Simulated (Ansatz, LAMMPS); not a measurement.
# A vacancy of Ge at several sites of glassy 85GeO2-7MgO-7K2O (mol %) (79 atoms)

At which site of glassy 85GeO2-7MgO-7K2O (mol %) (79 atoms) does a vacancy of Ge cost least, and what about the site decides it?

Method: Kohn-Sham DFT, r2SCAN, PAW (set soft_2), plane waves, in Ansatz 0.2.0.

## 1. The starting structure

The cell holds 79 atoms: 23 Ge, 2 Mg, 4 K and 50 O. Cell: a = 10.670 Å, b = 10.670 Å, c = 10.670 Å, α = 90.0°, β = 90.0°, γ = 90.0°. 79 atoms (23 Ge, 2 Mg, 4 K, 50 O) placed at random at 3.57 g/cm³, melted at 4000 K for 10 ps at fixed volume with the Morse and Coulomb pair potential with partial charges (Pedone, Malavasi, Menziani, Cormack and Segre, J. Phys. Chem. B 110, 11780 (2006)). Quenched from 4000 K to 300 K at 20 K/ps and fixed volume, held 10 ps at zero pressure.

Limits known from the start: The quench rate of 20 K/ps far exceeds what a furnace or splat quench reaches, so expect more defects and frozen-in strain than in a real sample. The network of bonds at the start is that of the classical potential that made the cell, and needn't be the one that DFT or experiment would give. The Brillouin zone is sampled at Γ only, in a cell whose shortest periodic width is 11 Å.

## 2. Single point at the start

A single point comes first, to see the forces before anything moves.

The input, input.yaml:

```yaml
crystal:
  lattice:
    - [10.6696, 0.0, 0.0]
    - [0.0, 10.6696, 0.0]
    - [0.0, 0.0, 10.6696]
  atoms:
    - { symbol: Ge, position: [0.01604, 0.47894, 0.06317] }
    - { symbol: Ge, position: [0.30692, 0.97856, 0.38692] }
    - { symbol: Ge, position: [0.71467, 0.29081, 0.43056] }
    - { symbol: Ge, position: [0.55654, 0.63472, 0.16069] }
    - { symbol: Ge, position: [0.4744, 0.35003, 0.22396] }
    - { symbol: Ge, position: [0.07089, 0.57879, 0.5603] }
    - { symbol: Ge, position: [0.84047, 0.72418, 0.11368] }
    - { symbol: Ge, position: [0.87614, 0.76878, 0.41211] }
    - { symbol: Ge, position: [0.21088, 0.49952, 0.3117] }
    - { symbol: Ge, position: [0.2498, 0.78902, 0.16216] }
    - { symbol: Ge, position: [0.91828, 0.96804, 0.63357] }
    - { symbol: Ge, position: [0.3472, 0.16965, 0.99772] }
    - { symbol: Ge, position: [0.57027, 0.71688, 0.46896] }
    - { symbol: Ge, position: [0.55773, 0.03646, 0.51547] }
    - { symbol: Ge, position: [0.44888, 0.5209, 0.70394] }
    - { symbol: Ge, position: [0.22072, 0.83879, 0.65945] }
    - { symbol: Ge, position: [0.19903, 0.37944, 0.82142] }
    - { symbol: Ge, position: [0.40847, 0.76417, 0.90824] }
    - { symbol: Ge, position: [0.5317, 0.01643, 0.8179] }
    - { symbol: Ge, position: [0.11518, 0.04763, 0.18634] }
    - { symbol: Ge, position: [0.93593, 0.22186, 0.78564] }
    - { symbol: Ge, position: [0.79974, 0.47439, 0.67815] }
    - { symbol: Ge, position: [0.85881, 0.2375, 0.17509] }
    - { symbol: Mg, position: [0.72192, 0.77666, 0.83463] }
    - { symbol: Mg, position: [0.79332, 0.04383, 0.98654] }
    - { symbol: K, position: [0.06108, 0.22855, 0.48081] }
    - { symbol: K, position: [0.63709, 0.32955, 0.92604] }
    - { symbol: K, position: [0.57415, 0.9814, 0.16801] }
    - { symbol: K, position: [0.04668, 0.83124, 0.92014] }
    - { symbol: O, position: [0.9946, 0.667, 0.44136] }
    - { symbol: O, position: [0.50931, 0.48218, 0.13535] }
    - { symbol: O, position: [0.72912, 0.15773, 0.13535] }
    - { symbol: O, position: [0.48669, 0.62916, 0.57945] }
    - { symbol: O, position: [0.9323, 0.13462, 0.911] }
    - { symbol: O, position: [0.29102, 0.4603, 0.70769] }
    - { symbol: O, position: [0.66305, 0.0842, 0.87177] }
    - { symbol: O, position: [0.98416, 0.13827, 0.19236] }
    - { symbol: O, position: [0.33365, 0.89328, 0.24937] }
    - { symbol: O, position: [0.09668, 0.45697, 0.20653] }
    - { symbol: O, position: [0.9036, 0.36411, 0.08518] }
    - { symbol: O, position: [0.30335, 0.28885, 0.89902] }
    - { symbol: O, position: [0.70946, 0.64046, 0.142] }
    - { symbol: O, position: [0.50689, 0.0457, 0.67025] }
    - { symbol: O, position: [0.53641, 0.39079, 0.70778] }
    - { symbol: O, position: [0.56254, 0.87878, 0.48162] }
    - { symbol: O, position: [0.17528, 0.05597, 0.33599] }
    - { symbol: O, position: [0.2385, 0.65124, 0.24799] }
    - { symbol: O, position: [0.21837, 0.10355, 0.07158] }
    - { symbol: O, position: [0.89493, 0.91088, 0.48672] }
    - { symbol: O, position: [0.79451, 0.84664, 0.01474] }
    - { symbol: O, position: [0.58609, 0.32849, 0.33904] }
    - { symbol: O, position: [0.16227, 0.69097, 0.63864] }
    - { symbol: O, position: [0.91743, 0.12626, 0.65313] }
    - { symbol: O, position: [0.15912, 0.48593, 0.46122] }
    - { symbol: O, position: [0.11221, 0.88311, 0.16848] }
    - { symbol: O, position: [0.48461, 0.73704, 0.06365] }
    - { symbol: O, position: [0.44085, 0.61614, 0.8335] }
    - { symbol: O, position: [0.68231, 0.14104, 0.48585] }
    - { symbol: O, position: [0.33878, 0.40866, 0.28708] }
    - { symbol: O, position: [0.8362, 0.29747, 0.32355] }
    - { symbol: O, position: [0.7326, 0.70988, 0.47245] }
    - { symbol: O, position: [0.9526, 0.6259, 0.05571] }
    - { symbol: O, position: [0.31765, 0.83307, 0.77897] }
    - { symbol: O, position: [0.42574, 0.07826, 0.42009] }
    - { symbol: O, position: [0.26831, 0.76863, 0.00624] }
    - { symbol: O, position: [0.85073, 0.35233, 0.77493] }
    - { symbol: O, position: [0.26787, 0.89487, 0.51406] }
    - { symbol: O, position: [0.8646, 0.79093, 0.25651] }
    - { symbol: O, position: [0.95196, 0.52694, 0.64322] }
    - { symbol: O, position: [0.07691, 0.92316, 0.68056] }
    - { symbol: O, position: [0.52498, 0.67682, 0.3176] }
    - { symbol: O, position: [0.54245, 0.85806, 0.85522] }
    - { symbol: O, position: [0.81408, 0.90211, 0.72885] }
    - { symbol: O, position: [0.4233, 0.05248, 0.93418] }
    - { symbol: O, position: [0.74891, 0.40416, 0.54286] }
    - { symbol: O, position: [0.09212, 0.28686, 0.76016] }
    - { symbol: O, position: [0.73795, 0.60262, 0.75221] }
    - { symbol: O, position: [0.12387, 0.46452, 0.93773] }
    - { symbol: O, position: [0.42718, 0.23718, 0.11729] }
kpoints:
  mp_grid: { grid: [1, 1, 1] }
hamiltonian:
  xc: r2scan
scf:
  occupations: { method: fixed }
output:
  forces: true
```

The run is started by

```bash
$ ansatz run input.yaml --threads 4 --pin off --max-ram 15872MiB --backend cpu --events-out ev --progress --plain --runs-dir out
```

What it wrote:

```text
[...]
Pseudopotentials: kind: paw
Pseudopotential: Ge, paw, valence charge 14, recommended cutoff 500 eV (meta_gga), Ge.paw.azcp
Pseudopotential: Mg, paw, valence charge 10, recommended cutoff 500 eV (meta_gga), Mg.paw.azcp
Pseudopotential: K, paw, valence charge 9, recommended cutoff 500 eV (meta_gga), K.paw.azcp
Pseudopotential: O, paw, valence charge 6, recommended cutoff 500 eV (meta_gga), O.paw.azcp
[...]
Crystal: 79 atoms, lattice volume = 1214.631 Å³
Basis set: ecut = 500 eV, 31031 PW (Γ), exchange–correlation on 320×320×320 points (64 copies of the dense FFT grid, shifted against one another)
Bands: 418, of which v1, the nominal top of the filled ones, is band 339 counted from 1 (338 counted from 0)
Symmetry: 1 space group operations
Space group: P1 (ITA 1), of the structure as read, at distance tolerance 1.1e-4 Å
k-points: 1
[...]
Initial density: superposition of atomic densities (neutral atoms: chi_scale 0, normalization atom), corrected by the library's trained network
Initial wavefunctions: pseudopotential atomic-orbital guess
[...]
SCF iter   1: F=—  HF=-137422.165636 eV  |F-HF|=—  |Δ(HF+E_count)|=         —  Δρ=9.11e-3  dr2=7.70e-1  dr2_τ=4.36e0  ethr=1.77e-3  ⟨swp⟩=5.0  Hψ=1286  notcnv=0  defer=77
preconditioner: auto → Resta (q_TF=auto, 2.476 Å⁻¹)  ε∞=2.6  [insulator: Δε(μ)=2.161 eV  Ē_g=22.008 eV  n_scr=304 (ndim 8)  ℏωp=27.4 eV  f_vac=0.231  ε∞_Penn≈2.6]
[...]
SCF iter   9: F=—  HF=-137423.196112 eV  |F-HF|=—  |Δ(HF+E_count)|=   1.20e-6  Δρ=4.61e-6  dr2=2.50e-7  dr2_τ=2.71e-8  ethr=1.68e-10  ⟨swp⟩=2.0  Hψ=674  notcnv=0  defer=75
SCF iter  10: F=-137423.196112 eV  HF=-137423.196112 eV  |F-HF|=3.30e-8  |Δ(HF+E_count)|=   1.31e-7  Δρ=1.39e-6  dr2=2.49e-8  dr2_τ=2.30e-9  ethr=1.47e-11  ⟨swp⟩=4.0  Hψ=1328  notcnv=0
SCF 1 converged in 10 iterations: F = -137423.196112 eV  dr2 = 2.49e-8
[...]
SCF converged after 10 iterations
Free energy (F): -137423.196112 eV
Harris-Foulkes:  -137423.196112 eV  (|F-HF|=3.30e-8)
Internal energy: -137423.196112 eV  (E = F + TS)
E sigma→0 (E₀):  -137423.196112 eV
Fermi energy:    4.662635 eV
--- Per-component energies (eV) ---
[...]
Σ components = -137423.196112   (vs F -137423.196112, Δ=0.00e0)
--- Forces (eV/Å), atoms counted from 1 ---
  atom   1  Ge     2.27270724    -1.82292599     0.67315778
  atom   2  Ge    -0.54646266    -1.19568113    -0.78722138
  atom   3  Ge    -0.49587710     1.04941966     0.39934321
  atom   4  Ge    -2.30746188    -0.55888261     1.84490083
[...]
atom  79  O      2.08966990     0.08704254     1.62480163
  max |Σ_I F_I| component: 1.50e-4 eV/Å
```

Wall time 18 s (4 threads of Intel Xeon Platinum 8488C (Sapphire Rapids), shared host); peak memory 3.4 GiB; 68 s of CPU time.

Reading the cycles: dr2 is the Hartree energy of the density residual (eV), the measure of convergence; HF is the Harris–Foulkes estimate of the energy, which meets the free energy F at convergence.

The r.m.s. force at the start is 1.2 eV/Å.

## 3. Relaxation

The atoms are relaxed in the fixed cell, aiming at the force tolerance of the input.

The input, input.yaml:

```yaml
crystal:
  lattice:
    - [10.6696, 0.0, 0.0]
    - [0.0, 10.6696, 0.0]
    - [0.0, 0.0, 10.6696]
  atoms:
    [... the 79 atom lines of step 2 ...]
kpoints:
  mp_grid: { grid: [1, 1, 1] }
hamiltonian:
  xc: r2scan
scf:
  occupations: { method: fixed }
output:
  forces: true
relax:
  f_tol: 0.05
  max_steps: 120
```

What it wrote:

```text
[...]
Crystal: 79 atoms, lattice volume = 1214.631 Å³
Basis set: ecut = 500 eV, 31031 PW (Γ), exchange–correlation on 320×320×320 points (64 copies of the dense FFT grid, shifted against one another)
Bands: 418, of which v1, the nominal top of the filled ones, is band 339 counted from 1 (338 counted from 0)
Symmetry: 1 space group operations
[...]
k-points: 1
[...]
SCF iter   1: F=—  HF=-137422.165636 eV  |F-HF|=—  |Δ(HF+E_count)|=         —  Δρ=9.11e-3  dr2=7.70e-1  dr2_τ=4.36e0  ethr=1.77e-3  ⟨swp⟩=5.0  Hψ=1286  notcnv=0  defer=77
[...]
SCF iter   7: F=-137423.196109 eV  HF=-137423.196106 eV  |F-HF|=2.89e-6  |Δ(HF+E_count)|=   3.01e-5  Δρ=2.41e-5  dr2=7.62e-6  dr2_τ=7.95e-7  ethr=9.22e-9  ⟨swp⟩=4.0  Hψ=1266  notcnv=0
SCF 1 converged in 7 iterations: F = -137423.196109 eV  dr2 = 7.62e-6
[...]
relax step   1: F+E_penalty+E_count = -137423.19610898 eV  Δ(F+E_penalty+E_count) = +0.000e0 eV  max|allowed force component| = 3.700e0 eV/Å  Δτ_max = 0.0000 Å  (7 SCF iters, dr2 threshold 6.25e-5 eV, accepted)
[...]
relax step   2: F+E_penalty+E_count = -137427.28417425 eV  Δ(F+E_penalty+E_count) = -4.088e0 eV  max|allowed force component| = 2.069e0 eV/Å  Δτ_max = 0.1964 Å  (7 SCF iters, dr2 threshold 1.00e-4 eV, accepted)
[...]
relax step   3: F+E_penalty+E_count = -137429.67661581 eV  Δ(F+E_penalty+E_count) = -2.392e0 eV  max|allowed force component| = 7.056e-1 eV/Å  Δτ_max = 0.1905 Å  (7 SCF iters, dr2 threshold 1.00e-4 eV, accepted)
relax step   4: F+E_penalty+E_count = -137430.25890092 eV  Δ(F+E_penalty+E_count) = -5.823e-1 eV  max|allowed force component| = 3.378e-1 eV/Å  Δτ_max = 0.2000 Å  (7 SCF iters, dr2 threshold 5.79e-5 eV, accepted)
relax step   5: F+E_penalty+E_count = -137430.53156406 eV  Δ(F+E_penalty+E_count) = -2.727e-1 eV  max|allowed force component| = 4.136e-1 eV/Å  Δτ_max = 0.1826 Å  (8 SCF iters, dr2 threshold 1.33e-5 eV, accepted)
relax step   6: F+E_penalty+E_count = -137430.69930989 eV  Δ(F+E_penalty+E_count) = -1.677e-1 eV  max|allowed force component| = 2.776e-1 eV/Å  Δτ_max = 0.2000 Å  (7 SCF iters, dr2 threshold 3.92e-5 eV, accepted)
relax step   7: F+E_penalty+E_count = -137430.76164152 eV  Δ(F+E_penalty+E_count) = -6.233e-2 eV  max|allowed force component| = 2.302e-1 eV/Å  Δτ_max = 0.2000 Å  (7 SCF iters, dr2 threshold 3.47e-5 eV, accepted)
relax step   8: F+E_penalty+E_count = -137430.79623973 eV  Δ(F+E_penalty+E_count) = -3.460e-2 eV  max|allowed force component| = 1.398e-1 eV/Å  Δτ_max = 0.1077 Å  (7 SCF iters, dr2 threshold 2.39e-5 eV, accepted)
relax step   9: F+E_penalty+E_count = -137430.81881357 eV  Δ(F+E_penalty+E_count) = -2.257e-2 eV  max|allowed force component| = 9.429e-2 eV/Å  Δτ_max = 0.0879 Å  (7 SCF iters, dr2 threshold 7.21e-6 eV, accepted)
relax step  10: F+E_penalty+E_count = -137430.84507277 eV  Δ(F+E_penalty+E_count) = -2.626e-2 eV  max|allowed force component| = 1.309e-1 eV/Å  Δτ_max = 0.1774 Å  (8 SCF iters, dr2 threshold 3.28e-6 eV, accepted)
relax step  11: F+E_penalty+E_count = -137430.86681155 eV  Δ(F+E_penalty+E_count) = -2.174e-2 eV  max|allowed force component| = 1.077e-1 eV/Å  Δτ_max = 0.1960 Å  (7 SCF iters, dr2 threshold 7.80e-6 eV, accepted)
relax step  12: F+E_penalty+E_count = -137430.88375936 eV  Δ(F+E_penalty+E_count) = -1.695e-2 eV  max|allowed force component| = 1.873e-1 eV/Å  Δτ_max = 0.1966 Å  (7 SCF iters, dr2 threshold 7.85e-6 eV, accepted)
relax step  13: F+E_penalty+E_count = -137430.90138721 eV  Δ(F+E_penalty+E_count) = -1.763e-2 eV  max|allowed force component| = 1.904e-1 eV/Å  Δτ_max = 0.0906 Å  (6 SCF iters, dr2 threshold 2.37e-5 eV, accepted)
relax step  14: F+E_penalty+E_count = -137430.92717489 eV  Δ(F+E_penalty+E_count) = -2.579e-2 eV  max|allowed force component| = 2.183e-1 eV/Å  Δτ_max = 0.1035 Å  (7 SCF iters, dr2 threshold 3.62e-5 eV, accepted)
relax step  15: F+E_penalty+E_count = -137430.95132363 eV  Δ(F+E_penalty+E_count) = -2.415e-2 eV  max|allowed force component| = 4.090e-1 eV/Å  Δτ_max = 0.0626 Å  (6 SCF iters, dr2 threshold 4.76e-5 eV, accepted)
relax step  16: F+E_penalty+E_count = -137431.01293309 eV  Δ(F+E_penalty+E_count) = -6.161e-2 eV  max|allowed force component| = 2.155e-1 eV/Å  Δτ_max = 0.2000 Å  (7 SCF iters, dr2 threshold 1.00e-4 eV, accepted)
relax step  17: F+E_penalty+E_count = -137431.03596390 eV  Δ(F+E_penalty+E_count) = -2.303e-2 eV  max|allowed force component| = 2.161e-1 eV/Å  Δτ_max = 0.1565 Å  (7 SCF iters, dr2 threshold 1.29e-5 eV, accepted)
relax step  18: F+E_penalty+E_count = -137431.03592741 eV  Δ(F+E_penalty+E_count) = +3.648e-5 eV  max|allowed force component| = 4.406e-1 eV/Å  Δτ_max = 0.0808 Å  (7 SCF iters, dr2 threshold 1.30e-5 eV, rejected (line search))
relax step  19: F+E_penalty+E_count = -137431.03596457 eV  Δ(F+E_penalty+E_count) = -6.741e-7 eV  max|allowed force component| = 2.162e-1 eV/Å  Δτ_max = 0.0000 Å  (9 SCF iters, accepted)
relax step  20: F+E_penalty+E_count = -137431.03668235 eV  Δ(F+E_penalty+E_count) = -7.178e-4 eV  max|allowed force component| = 4.341e-1 eV/Å  Δτ_max = 0.0791 Å  (6 SCF iters, dr2 threshold 4.68e-5 eV, accepted)
relax step  21: F+E_penalty+E_count = -137431.05911368 eV  Δ(F+E_penalty+E_count) = -2.243e-2 eV  max|allowed force component| = 1.790e-1 eV/Å  Δτ_max = 0.2000 Å  (7 SCF iters, dr2 threshold 1.00e-4 eV, accepted)
relax step  22: F+E_penalty+E_count = -137431.07940747 eV  Δ(F+E_penalty+E_count) = -2.029e-2 eV  max|allowed force component| = 1.492e-1 eV/Å  Δτ_max = 0.1156 Å  (7 SCF iters, dr2 threshold 5.44e-6 eV, accepted)
relax step  23: F+E_penalty+E_count = -137431.08690569 eV  Δ(F+E_penalty+E_count) = -7.498e-3 eV  max|allowed force component| = 1.017e-1 eV/Å  Δτ_max = 0.2000 Å  (8 SCF iters, dr2 threshold 3.78e-6 eV, accepted)
relax step  24: F+E_penalty+E_count = -137431.09267619 eV  Δ(F+E_penalty+E_count) = -5.770e-3 eV  max|allowed force component| = 6.549e-2 eV/Å  Δτ_max = 0.0479 Å  (7 SCF iters, dr2 threshold 4.82e-6 eV, accepted)
relax step  25: F+E_penalty+E_count = -137431.09744524 eV  Δ(F+E_penalty+E_count) = -4.769e-3 eV  max|allowed force component| = 5.412e-2 eV/Å  Δτ_max = 0.1273 Å  (9 SCF iters, accepted)
relax step  26: F+E_penalty+E_count = -137431.09818581 eV  Δ(F+E_penalty+E_count) = -7.406e-4 eV  max|allowed force component| = 1.223e-1 eV/Å  Δτ_max = 0.1160 Å  (9 SCF iters, accepted)
relax step  27: F+E_penalty+E_count = -137431.09933652 eV  Δ(F+E_penalty+E_count) = -1.151e-3 eV  max|allowed force component| = 7.439e-2 eV/Å  Δτ_max = 0.0924 Å  (7 SCF iters, dr2 threshold 1.02e-5 eV, accepted)
relax step  28: F+E_penalty+E_count = -137431.10126187 eV  Δ(F+E_penalty+E_count) = -1.925e-3 eV  max|allowed force component| = 8.474e-2 eV/Å  Δτ_max = 0.0313 Å  (8 SCF iters, accepted)
relax step  29: F+E_penalty+E_count = -137431.10429772 eV  Δ(F+E_penalty+E_count) = -3.036e-3 eV  max|allowed force component| = 3.291e-2 eV/Å  Δτ_max = 0.0844 Å  (7 SCF iters, dr2 threshold 2.66e-6 eV, accepted)
relax step  30: F+E_penalty+E_count = -137431.10429814 eV  Δ(F+E_penalty+E_count) = -4.137e-7 eV  max|allowed force component| = 3.295e-2 eV/Å  Δτ_max = 0.0000 Å  (4 SCF iters, accepted)
relax step  31: F+E_penalty+E_count = -137431.10305913 eV  Δ(F+E_penalty+E_count) = +1.239e-3 eV  max|allowed force component| = 8.526e-2 eV/Å  Δτ_max = 0.0912 Å  (9 SCF iters, rejected (line search))
relax step  32: F+E_penalty+E_count = -137431.09775050 eV  Δ(F+E_penalty+E_count) = +6.548e-3 eV  max|allowed force component| = 1.440e-1 eV/Å  Δτ_max = 0.0445 Å  (9 SCF iters, rejected (line search))
relax step  33: F+E_penalty+E_count = -137431.10574995 eV  Δ(F+E_penalty+E_count) = -1.452e-3 eV  max|allowed force component| = 1.820e-2 eV/Å  Δτ_max = 0.0215 Å  (9 SCF iters, accepted)
relax step  34: F+E_penalty+E_count = -137431.10536945 eV  Δ(F+E_penalty+E_count) = +3.805e-4 eV  max|allowed force component| = 7.958e-2 eV/Å  Δτ_max = 0.0554 Å  (9 SCF iters, rejected (line search))
[...]
relax step  35: F+E_penalty+E_count = -137431.10633371 eV  Δ(F+E_penalty+E_count) = -5.838e-4 eV  max|allowed force component| = 2.209e-2 eV/Å  Δτ_max = 0.0266 Å  (8 SCF iters, accepted)
[...]
SCF iter   2: F=-137431.106334 eV  HF=-137431.106334 eV  |F-HF|=1.32e-8  |Δ(HF+E_count)|=   1.07e-8  Δρ=1.04e-6  dr2=1.53e-8  dr2_τ=2.76e-9  ethr=1.06e-11  ⟨swp⟩=4.0  Hψ=1133  notcnv=0
SCF 36 converged in 2 iterations: F = -137431.106334 eV  dr2 = 1.53e-8
SCF converged after 2 iterations
Free energy (F): -137431.106334 eV
[...]
Internal energy: -137431.106334 eV  (E = F + TS)
E sigma→0 (E₀):  -137431.106334 eV
Fermi energy:    4.120890 eV
[...]
--- Forces (eV/Å), atoms counted from 1 ---
  atom   1  Ge    -0.00010395     0.00090584    -0.00049247
  atom   2  Ge    -0.00014016    -0.00134211     0.00521854
  atom   3  Ge    -0.00449863    -0.00070674     0.00171078
  atom   4  Ge     0.00131356     0.00235833     0.00350653
  atom   5  Ge     0.00128390     0.00181267     0.01052412
  atom   6  Ge    -0.00244908     0.00149921    -0.00305860
  atom   7  Ge    -0.00217897     0.00570337    -0.00344327
  atom   8  Ge     0.00114502     0.00051397     0.00263740
  atom   9  Ge    -0.00199618    -0.00447060    -0.00271206
  atom  10  Ge    -0.00074559    -0.00187216    -0.00197634
  atom  11  Ge    -0.00101971     0.00069855    -0.00192992
  atom  12  Ge    -0.00405804     0.00111226    -0.00057647
  atom  13  Ge    -0.00023061     0.00196912     0.00293676
  atom  14  Ge     0.00290209    -0.00432623    -0.00562766
[...]
atom  78  O     -0.00065630    -0.00440433     0.00006591
  atom  79  O      0.00081539    -0.00071327    -0.00011588
  max |Σ_I F_I| component: 5.07e-5 eV/Å
--- Relaxed structure (35 steps of the walk, 31 accepted, 0 SCFs on fresh bases) ---
  F+E_penalty+E_count = -137431.10633371 eV   max|allowed force component| = 2.209e-2 eV/Å
  atoms:
    - { symbol: Ge, position: [0.00830939, 0.473440, 0.081709] }
    - { symbol: Ge, position: [0.300605, 0.975135, 0.380270] }
    - { symbol: Ge, position: [0.706157, 0.276534, 0.432998] }
    - { symbol: Ge, position: [0.543246, 0.626812, 0.185315] }
[...]
- { symbol: O, position: [0.446825, 0.217949, 0.140984] }
```

Wall time 10 min (4 threads); peak memory 3.4 GiB; 39 min of CPU time.

The relaxation converged after 35 steps, 7.91 eV below its start, with a largest force component of 0.022 eV/Å.

(Continued in part 2 of 3.)

[Long decimals in the printed logs are rounded to 6 places.]

[Logs are printed without paths, hosts, clocks, repeated set-up lines and the standing remarks that a program may print on its own settings, such as how far it seeks lower states.]

[Hosts, paths, dates, database ids (printed as entryN), source tags and the programs' standing remarks are cut or masked in the printed files.]
